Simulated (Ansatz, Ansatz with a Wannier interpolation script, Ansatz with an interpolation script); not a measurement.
Planning a run of Ansatz 0.2.0 on Al2O3 (Corundum). The input:

```yaml
crystal:
  lattice:
    - [2.3802500015, 1.3742379791, 4.33186667]
    - [-2.3802500015, 1.3742379791, 4.33186667]
    - [0.0, -2.7484759582, 4.33186667]
  atoms:
    - { symbol: Al, position: [0.352037164, 0.352037164, 0.352037164] }
    - { symbol: Al, position: [0.147962836, 0.147962836, 0.147962836] }
    - { symbol: Al, position: [0.647962836, 0.647962836, 0.647962836] }
    - { symbol: Al, position: [0.852037164, 0.852037164, 0.852037164] }
    - { symbol: O, position: [0.5556425343, 0.9443574657, 0.25] }
    - { symbol: O, position: [0.25, 0.5556425343, 0.9443574657] }
    - { symbol: O, position: [0.9443574657, 0.25, 0.5556425343] }
    - { symbol: O, position: [0.4443574657, 0.0556425343, 0.75] }
    - { symbol: O, position: [0.75, 0.4443574657, 0.0556425343] }
    - { symbol: O, position: [0.0556425343, 0.75, 0.4443574657] }
kpoints:
  mp_grid: { grid: [4, 4, 4] }
hamiltonian:
  xc: lda
scf:
  occupations: { method: fixed }
  n_extra_bands: 45
output:
  wannier:
    kmesh: [8, 8, 8]
    projections:
      - { species: Al, l: s, shell: 3 }
      - { species: Al, l: p, shell: 3 }
      - { species: O, l: p, shell: 2 }
    minimise: true
    write_hr: true
    seedname: w
    conv_tol: 1.0e-06
    max_iter: 20000
    stability_check: false
    disentanglement:
      window: [0.26, 25.07]
      frozen_window: [0.26, 16.55]
      conv_tol: 1.0e-08
```

```sh
ansatz run input.yaml --threads 16 --pin off --max-ram 64512MiB --backend cuda --events-out ev --progress --plain --runs-dir out --devices 1 --max-vram 78GiB
```

How long will it take on 1 × NVIDIA GB200 (shared by 2 runs) with 16 threads of Arm Neoverse V2, shared host, and how much memory?

It took 81 s; on shared hardware allow 40 s to 2.7 min. Peak host memory was 1.5 GiB.

[Paths, hosts, dates, memory and timing lines, banners, echoed tables and standing remarks are left out of the program output.]

[Logs are printed without paths, hosts, clocks, repeated set-up lines and the standing remarks that a program may print on its own settings, such as how far it seeks lower states.]

[Runs of the session that timed out or met a known fault of the program may be left out.]

[Hosts, paths, dates, database ids (printed as entryN), source tags and the programs' standing remarks are cut or masked in the printed files.]
